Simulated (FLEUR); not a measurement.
# E(M) of FeO (Wuestite)

How stiff is the moment of FeO (Wuestite), and are there other minima?

Method: LDA (VWN); all-electron FLAPW, Dirac cores, scalar-relativistic bands, in FLEUR MaX-R8.1.

The database entry behind the starting cell differs from later determinations by our own check (inexact against later determinations), so it need not match the best structure at ambient conditions.

## Step 1: The starting structure

It takes space group Fm-3m (No. 225, cubic). The conventional cell has a = 4.311 Å, b = 4.311 Å, c = 4.311 Å, α = 90.00°, β = 90.00°, γ = 90.00°. Fe has 6 O at 2.16 Å nearest. O has 6 Fe at 2.16 Å nearest. Farther neighbours and most contacts between anions are not listed.

## Step 2: Unconstrained state

The free run tells which range of moments is worth scanning.

inpgen writes inp.xml from crystal.txt; cutoffs, mixing, functional, smearing and local orbitals are then set in the file. The k list default-1 (kpts.xml, not shown) is a Γ-centred 8×8×8 mesh; where the ranks do not divide the number of points, some are split in two of half the weight.

The input, inp.xml:

```
<?xml version="1.0" encoding="UTF-8" standalone="no"?>
<fleurInput fleurInputVersion="0.39">
   <comment>
      FeO
   </comment>
   <calculationSetup>
      <cutoffs Kmax="4.2" Gmax="12.6" GmaxXC="12.6" numbands="0"/>
      <scfLoop itmax="130" minDistance="0.00002" maxIterBroyd="15" imix="Anderson" alpha="0.05" precondParam="0.0" spinf="2.0" sdNocoIR="T"/>
      <coreElectrons ctail="T" frcor="F" kcrel="0" coretail_lmax="0"/>
      <xcFunctional name="vwn" relativisticCorrections="F"/>
      <magnetism jspins="2"/>
      <soc l_soc="F" theta="0.0" phi="0.0" spav="F"/>
      <expertModes spex="0" secvar="F"/>
      <geometryOptimization l_f="F" forcealpha="1.0" forcemix="BFGS" epsdisp="0.00001" epsforce="0.00001"/>
      <ldaU l_linMix="F" mixParam="0.05" spinf="1.0"/>
   </calculationSetup>
   <cell>
      <bzIntegration valenceElectrons="22.0" mode="hist" fermiSmearingEnergy="0.00293995">
         <kPointListSelection listName="default-1"/>
         <xi:include xmlns:xi="http://www.w3.org/2001/XInclude" href="kpts.xml"> </xi:include>
      </bzIntegration>
      <xi:include xmlns:xi="http://www.w3.org/2001/XInclude" href="sym.xml"> </xi:include>
      <bulkLattice scale="1.0">
         <bravaisMatrix>
            <row-1>    0.0000000000000000     4.0731156889628402     4.0731156889628402</row-1>
            <row-2>    4.0731156889628402     0.0000000000000000     4.0731156889628402</row-2>
            <row-3>    4.0731156889628402     4.0731156889628402     0.0000000000000000</row-3>
         </bravaisMatrix>
      </bulkLattice>
   </cell>
   <atomSpecies>
      <species name="Iron (Fe) 4.000" element="Fe" atomicNumber="26">
         <mtSphere radius="2.54" gridPoints="839" logIncrement="0.015"/>
         <atomicCutoffs lmax="10" lnonsphr="8"/>
         <electronConfig flipSpins="F">
            <coreConfig>(1s1/2) (2s1/2) (2p1/2) (2p3/2)</coreConfig>
            <valenceConfig>(3s1/2) (3p1/2) (3p3/2) (4s1/2) (3d3/2) (3d5/2)</valenceConfig>
            <stateOccupation state="(3d3/2)" spinUp="2.0" spinDown="0.4"/>
            <stateOccupation state="(3d5/2)" spinUp="3.0" spinDown="0.6"/>
         </electronConfig>
         <energyParameters s="4" p="4" d="3" f="4"/>
         <lo type="SCLO" l="0" n="3" eDeriv="0"/>
         <lo type="SCLO" l="1" n="3" eDeriv="0"/>
      </species>
      <species name="Oxygen (O)" element="O" atomicNumber="8">
         <mtSphere radius="1.43" gridPoints="473" logIncrement="0.022"/>
         <atomicCutoffs lmax="6" lnonsphr="4"/>
         <electronConfig flipSpins="F">
            <coreConfig>(1s1/2)</coreConfig>
            <valenceConfig>(2s1/2) (2p1/2) (2p3/2)</valenceConfig>
            <stateOccupation state="(2p1/2)" spinUp="0.666667" spinDown="0.666667"/>
            <stateOccupation state="(2p3/2)" spinUp="1.333333" spinDown="1.333333"/>
         </electronConfig>
         <energyParameters s="2" p="2" d="3" f="4"/>
      </species>
   </atomSpecies>
   <atomGroups>
      <atomGroup species="Iron (Fe) 4.000">
         <relPos label="                   1">.0000000000 .0000000000 .0000000000</relPos>
         <force calculate="T" relaxXYZ="TTT"/>
      </atomGroup>
      <atomGroup species="Oxygen (O)">
         <relPos label="                   2">1.000/2.000 1.000/2.000 1.000/2.000</relPos>
         <force calculate="T" relaxXYZ="TTT"/>
      </atomGroup>
   </atomGroups>
   <output dos="F" band="F" slice="F">
      <bandDOS minEnergy="-.5*Htr" maxEnergy="0.5*Htr" sigma="0.015" storeEVData="T"/>
      <plotting iplot="0" polar="F">
         <plot TwoD="T" vec1="  1.0  0.0  0.0" vec2="  0.0  1.0  0.0" vec3="  0.0  0.0  1.0" zero="  0.0  0.0  0.0" file="plot"/>
      </plotting>
      <moessbauerParams electricFieldGradient="F" isomerShift="F" coreHyperfine="F" valenceHyperfine="F"/>
   </output>
</fleurInput>
```

The input, crystal.txt:

```
FeO
&input film=F cartesian=F /
0.00000000000  2.15540000000  2.15540000000
2.15540000000  0.00000000000  2.15540000000
2.15540000000  2.15540000000  0.00000000000
1.8897261246
1.0 1.0 1.0

2
26 0.00000000000  0.00000000000  0.00000000000 : 4.000
8 0.50000000000  0.50000000000  0.50000000000

&kpt div1=8 div2=8 div3=8 gamma=T /
```

Launch:

```sh
OMP_NUM_THREADS=1 inpgen -f crystal.txt > inpgen.log  # inp.xml is then edited as shown
OMP_NUM_THREADS=1 mpirun -n 4 fleur_MPI > fleur.log
```

What it wrote:

```text
Welcome to FLEUR        (www.flapw.de)
      MaX-Release 8.1          (www.max-centre.eu)

 ========== k-point set info ==========
 Selected k-point list: default-1
 k-point list type: mesh
 0 x 0 x 0
 Number of k points: 32

 ------------Calculation Setup---------------------------
 Number of MPI-tasks      :            4
 Number of PE/node        :            4
 Number of OMP-threads    :            1
 k-points in parallel     :            4
 pe's per k-point         :            1
 No of k-point loops      :            8
 Eigenvalue solver        :       lapack
 Number of basis functions:          188
 Approximate size of matrices (H+S) per k-point:         0.001 GB
 --------------------------------------------------------
 Iteration:     1   Distance:      22.07954850 me/bohr^3
 Iteration:     2   Distance:      18.55882923 me/bohr^3
 Iteration:     3   Distance:       9.51461803 me/bohr^3
 Iteration:     4   Distance:       7.95137279 me/bohr^3
 Iteration:     5   Distance:       4.45600737 me/bohr^3
 Iteration:     6   Distance:       2.11956928 me/bohr^3
 Iteration:     7   Distance:       1.34917747 me/bohr^3
 Iteration:     8   Distance:       0.34065754 me/bohr^3
 Iteration:     9   Distance:       0.25541421 me/bohr^3
 Iteration:    10   Distance:       0.05218739 me/bohr^3
 Iteration:    11   Distance:       0.04808341 me/bohr^3
 Iteration:    12   Distance:       0.01170460 me/bohr^3
 Iteration:    13   Distance:       0.00966942 me/bohr^3
 Iteration:    14   Distance:       0.00113785 me/bohr^3
 Iteration:    15   Distance:       0.00119306 me/bohr^3
 Iteration:    16   Distance:       0.00110521 me/bohr^3
 Iteration:    17   Distance:       0.00076099 me/bohr^3
 Iteration:    18   Distance:       0.00019359 me/bohr^3
 Iteration:    19   Distance:       0.00005782 me/bohr^3
 Iteration:    20   Distance:       0.00002438 me/bohr^3
 Iteration:    21   Distance:       0.00000967 me/bohr^3

 ********************************************************************
 Run finished successfully
 Stop message:
   all done
 ********************************************************************

--- out.xml (last complete iteration) ---
<iteration numberForCurrentRun="   21" overallNumber="   21">
         <energyParameters units="Htr">
            <atomicEP atomType="1" spin="1" branch="4s" branchLowest="-2.93" branchHighest="1.30" value="0.1862934785"/>
            <atomicEP atomType="1" spin="1" branch="4p" branchLowest="-1.69" branchHighest="1.81" value="0.3264485176"/>
            <atomicEP atomType="1" spin="1" branch="3d" branchLowest="-9.99" branchHighest="0.28" value="0.2045737854"/>
            <atomicEP atomType="1" spin="1" branch="4f" branchLowest="-9.99" branchHighest="2.93" value="0.6450077050"/>
            <loAtomicEP atomType="1" spin="1" branch="3s" branchLowest="-29.50" branchHighest="-2.93" value="-2.9338778512"/>
            <loAtomicEP atomType="1" spin="1" branch="3p" branchLowest="-25.09" branchHighest="-1.69" value="-1.7006835601"/>
            <atomicEP atomType="2" spin="1" branch="2s" branchLowest="-18.18" branchHighest="0.82" value="-0.4360480070"/>
            <atomicEP atomType="2" spin="1" branch="2p" branchLowest="-9.99" branchHighest="1.17" value="0.0046351289"/>
            <atomicEP atomType="2" spin="1" branch="3d" branchLowest="-9.99" branchHighest="5.87" value="0.2881508310"/>
            <atomicEP atomType="2" spin="1" branch="4f" branchLowest="-9.99" branchHighest="10.21" value="0.4482882006"/>
            <atomicEP atomType="1" spin="2" branch="4s" branchLowest="-2.79" branchHighest="1.38" value="0.2051096872"/>
            <atomicEP atomType="1" spin="2" branch="4p" branchLowest="-1.55" branchHighest="1.89" value="0.3387401263"/>
            <atomicEP atomType="1" spin="2" branch="3d" branchLowest="-9.99" branchHighest="0.42" value="0.3137310587"/>
            <atomicEP atomType="1" spin="2" branch="4f" branchLowest="-9.99" branchHighest="3.01" value="0.6520647874"/>
            <loAtomicEP atomType="1" spin="2" branch="3s" branchLowest="-29.43" branchHighest="-2.79" value="-2.7879347502"/>
            <loAtomicEP atomType="1" spin="2" branch="3p" branchLowest="-25.03" branchHighest="-1.55" value="-1.5592289542"/>
            <atomicEP atomType="2" spin="2" branch="2s" branchLowest="-18.17" branchHighest="0.85" value="-0.4158358212"/>
            <atomicEP atomType="2" spin="2" branch="2p" branchLowest="-9.99" branchHighest="1.21" value="0.0204119041"/>
            <atomicEP atomType="2" spin="2" branch="3d" branchLowest="-9.99" branchHighest="5.90" value="0.2991455210"/>
            <atomicEP atomType="2" spin="2" branch="4f" branchLowest="-9.99" branchHighest="10.23" value="0.4592670515"/>
         </energyParameters>
         <bandgap value="0.0208331558" units="eV"/>
         <sumValenceSingleParticleEnergies value="-14.0067984375" units="Htr"/>
         <FermiEnergy value="0.3362856813" units="Htr"/>
         <valenceDensity>
            <mtCharges spin="1">
               <mtCharge atomType="1" total="9.4379845" s="1.1874139" p="3.2359113" d="4.9302977" f="0.0586527"/>
               <mtCharge atomType="2" total="2.4222356" s="0.7220021" p="1.6945069" d="0.0050198" f="0.0005975"/>
            </mtCharges>
            <mtCharges spin="2">
               <mtCharge atomType="1" total="5.7955901" s="1.1577090" p="3.2130460" d="1.3516032" f="0.0525508"/>
               <mtCharge atomType="2" total="2.1246047" s="0.6907831" p="1.4304858" d="0.0031119" f="0.0001924"/>
            </mtCharges>
            <spinDependentCharge spin="1" total="12.9961785" interstitial="1.1359584" mtSpheres="11.8602202"/>
            <spinDependentCharge spin="2" total="9.0038215" interstitial="1.0836267" mtSpheres="7.9201948"/>
            <totalCharge value="22.0000000000"/>
         </valenceDensity>
         <coreStates atomType="     1" atomicNumber=" 26" spin="1" kinEnergy="    572.8272871258" eigValSum="   -360.7734834163" lostElectrons=" 0.000000">
            <state n="1" l="0" j="0.5" energy="-256.0042688862" weight="1.0000000000"/>
            <state n="2" l="0" j="0.5" energy="-29.5010680906" weight="1.0000000000"/>
            <state n="2" l="1" j="0.5" energy="-25.3940007444" weight="1.0000000000"/>
            <state n="2" l="1" j="1.5" energy="-24.9370728475" weight="2.0000000000"/>
         </coreStates>
         <coreStates atomType="     1" atomicNumber=" 26" spin="2" kinEnergy="    573.4799023124" eigValSum="   -360.5361603085" lostElectrons=" 0.000000">
            <state n="1" l="0" j="0.5" energy="-256.0035415791" weight="1.0000000000"/>
            <state n="2" l="0" j="0.5" energy="-29.4297967349" weight="1.0000000000"/>
            <state n="2" l="1" j="0.5" energy="-25.3398416507" weight="1.0000000000"/>
            <state n="2" l="1" j="1.5" energy="-24.8814901719" weight="2.0000000000"/>
         </coreStates>
         <coreStates atomType="     2" atomicNumber="  8" spin="1" kinEnergy="     28.8232574630" eigValSum="    -18.1836188906" lostElectrons=" 0.000000">
            <state n="1" l="0" j="0.5" energy="-18.1836188906" weight="1.0000000000"/>
         </coreStates>
         <coreStates atomType="     2" atomicNumber="  8" spin="2" kinEnergy="     28.8418151147" eigValSum="    -18.1718690871" lostElectrons=" 0.000000">
            <state n="1" l="0" j="0.5" energy="-18.1718690871" weight="1.0000000000"/>
         </coreStates>
         <allElectronCharges>
            <spinDependentCharge spin="1" total="18.9961785" interstitial="1.1359586" mtSpheres="17.8602199"/>
            <spinDependentCharge spin="2" total="15.0038215" interstitial="1.0836269" mtSpheres="13.9201945"/>
            <totalCharge value="33.9999999990"/>
         </allElectronCharges>
         <magneticMomentsInMTSpheres units="muBohr">
            <globalMagMoment atomType="1" vec="0.00000   0.00000   3.64239"/>
            <localMagMoment atomType="1" vec="0.00000   0.00000   3.64239"/>
            <globalMagMoment atomType="2" vec="0.00000   0.00000   0.29763"/>
            <localMagMoment atomType="2" vec="0.00000   0.00000   0.29763"/>
         </magneticMomentsInMTSpheres>
         <moessbauerParams unitsHFF="kG" unitsIS="e/bohr^3" unitsEFG="Htr/bohr^2">
         </moessbauerParams>
         <totalEnergy value="    -1345.3756146170" units="Htr">
            <sumOfEigenvalues value="     -771.6719301399">
               <coreElectrons value="-757.6651317024"/>
               <valenceElectrons value="-14.0067984375"/>
            </sumOfEigenvalues>
            <densityCoulombPotentialIntegral value="-2051.5377640343"/>
            <densityEffectivePotentialIntegral value="-2133.2582662214"/>
            <chargeDenXCDenIntegral value="-61.7705883112"/>
            <FockExchangeEnergyValence value="0.0000000000"/>
            <FockExchangeEnergyCore value="0.0000000000"/>
            <atomTypeDependentContributions atomType="1">
               <electronNucleiInteractionDifferentMTs value="1520.1251402636"/>
               <MadelungTerm value="-8.3127887038"/>
            </atomTypeDependentContributions>
            <atomTypeDependentContributions atomType="2">
               <electronNucleiInteractionDifferentMTs value="86.0898846808"/>
               <MadelungTerm value="-4.8946667218"/>
            </atomTypeDependentContributions>
            <tkbTimesEntropy value="0.0012192670"/>
            <freeEnergy value="-1345.3768338839"/>
            <extrapolationTo0K value="-1345.3762242504"/>
         </totalEnergy>
         <densityConvergence units="me/bohr^3">
            <chargeDensity spin="1" distance="0.0000059910"/>
            <chargeDensity spin="2" distance="0.0000054075"/>
            <overallChargeDensity distance="0.0000060643"/>
            <spinDensity distance="0.0000096690"/>
         </densityConvergence>
      </iteration>
```

It took 7.3 s on 4 MPI ranks of Intel Xeon 6975P-C (Granite Rapids), shared host; peak memory 0.2 GiB; 28 s of CPU time.

Numbers from this step:

| Property | Result |
| --- | --- |
| free energy | -36609.5687 eV |
| program's band gap on this mesh (in a metal only a level spacing) | 0.02083 eV |
| magnetization | 3.992 μB |
| final state | ferromagnetic |
| largest moment | 3.642 μB |

After 21 cycles the largest moment stands at 3.64 μB.

## Step 3: No spin polarisation

inp.xml, as its differences from that of step 2:

```diff
@@ -10,3 +10,3 @@
       <xcFunctional name="vwn" relativisticCorrections="F"/>
-      <magnetism jspins="2"/>
+      <magnetism jspins="1"/>
       <soc l_soc="F" theta="0.0" phi="0.0" spav="F"/>
@@ -31,3 +31,3 @@
    <atomSpecies>
-      <species name="Iron (Fe) 4.000" element="Fe" atomicNumber="26">
+      <species name="Iron (Fe)" element="Fe" atomicNumber="26">
          <mtSphere radius="2.54" gridPoints="839" logIncrement="0.015"/>
@@ -37,4 +37,4 @@
             <valenceConfig>(3s1/2) (3p1/2) (3p3/2) (4s1/2) (3d3/2) (3d5/2)</valenceConfig>
-            <stateOccupation state="(3d3/2)" spinUp="2.0" spinDown="0.4"/>
-            <stateOccupation state="(3d5/2)" spinUp="3.0" spinDown="0.6"/>
+            <stateOccupation state="(3d3/2)" spinUp="1.200000" spinDown="1.200000"/>
+            <stateOccupation state="(3d5/2)" spinUp="1.800000" spinDown="1.800000"/>
          </electronConfig>
@@ -57,3 +57,3 @@
    <atomGroups>
-      <atomGroup species="Iron (Fe) 4.000">
+      <atomGroup species="Iron (Fe)">
          <relPos label="                   1">.0000000000 .0000000000 .0000000000</relPos>
```

crystal.txt, as its differences from that of step 2:

```diff
@@ -9,3 +9,3 @@
 2
-26 0.00000000000  0.00000000000  0.00000000000 : 4.000
+26 0.00000000000  0.00000000000  0.00000000000
 8 0.50000000000  0.50000000000  0.50000000000
```

What it wrote:

```text
[banner, memory and clock lines left out]
Welcome to FLEUR        (www.flapw.de)
      MaX-Release 8.1          (www.max-centre.eu)

 ========== k-point set info ==========
 Selected k-point list: default-1
 k-point list type: mesh
 0 x 0 x 0
 Number of k points: 32

 [... set-up left out ...]
 Iteration:     1   Distance:      37.68082469 me/bohr^3
 Iteration:     2   Distance:      34.77845783 me/bohr^3
 Iteration:     3   Distance:      19.45894351 me/bohr^3
 Iteration:     4   Distance:      16.31204542 me/bohr^3
 Iteration:     5   Distance:      12.70267922 me/bohr^3
 Iteration:     6   Distance:       7.42691732 me/bohr^3
 Iteration:     7   Distance:       2.04266372 me/bohr^3
 Iteration:     8   Distance:       0.90668171 me/bohr^3
[... lines left out ...]
 Iteration:    13   Distance:       0.00168032 me/bohr^3
 Iteration:    14   Distance:       0.00057390 me/bohr^3
 Iteration:    15   Distance:       0.00081257 me/bohr^3
 Iteration:    16   Distance:       0.00075697 me/bohr^3
 Iteration:    17   Distance:       0.00026767 me/bohr^3
 Iteration:    18   Distance:       0.00001427 me/bohr^3

 ********************************************************************
 Run finished successfully
 Stop message:
   all done
 ********************************************************************

--- out.xml (last complete iteration) ---
<iteration numberForCurrentRun="   18" overallNumber="   18">
         [... left out ...]
         <bandgap value="0.0015528306" units="eV"/>
         <sumValenceSingleParticleEnergies value="-13.8399193343" units="Htr"/>
         <FermiEnergy value="0.3140824274" units="Htr"/>
         [... left out ...]
         <totalEnergy value="    -1345.3265207475" units="Htr">
            <sumOfEigenvalues value="     -771.5423855558">
               <coreElectrons value="-757.7024662215"/>
               <valenceElectrons value="-13.8399193343"/>
            </sumOfEigenvalues>
         [... left out ...]
            <freeEnergy value="-1345.3320529006"/>
            <extrapolationTo0K value="-1345.3292868241"/>
         </totalEnergy>
         <densityConvergence units="me/bohr^3">
            <chargeDensity spin="1" distance="0.0000142745"/>
         </densityConvergence>
      </iteration>
```

The job ended after 4.2 s (4 MPI ranks; peak memory 0.2 GiB; 16 s of CPU time).

Numbers from this step:

* free energy: -36608.3501 eV
* program's band gap on this mesh (in a metal only a level spacing): 0.001553 eV
* final state: non-magnetic (no spin polarisation)

Its energy lies +1218.6 meV a cell from the free run's.

[end of part 1 of 2]

[Logs and program files are shortened in this print: banners, set-up blocks, solver, clock and traceback lines can be left out without a mark of their own.]

[Logs are printed without paths, hosts, clocks, repeated set-up lines and the standing remarks that a program may print on its own settings, such as how far it seeks lower states.]

[Hosts, paths, dates, database ids (printed as entryN), source tags and the programs' standing remarks are cut or masked in the printed files.]

[Where a cell is said to come from a database of computed structures, the database is the Materials Project.]
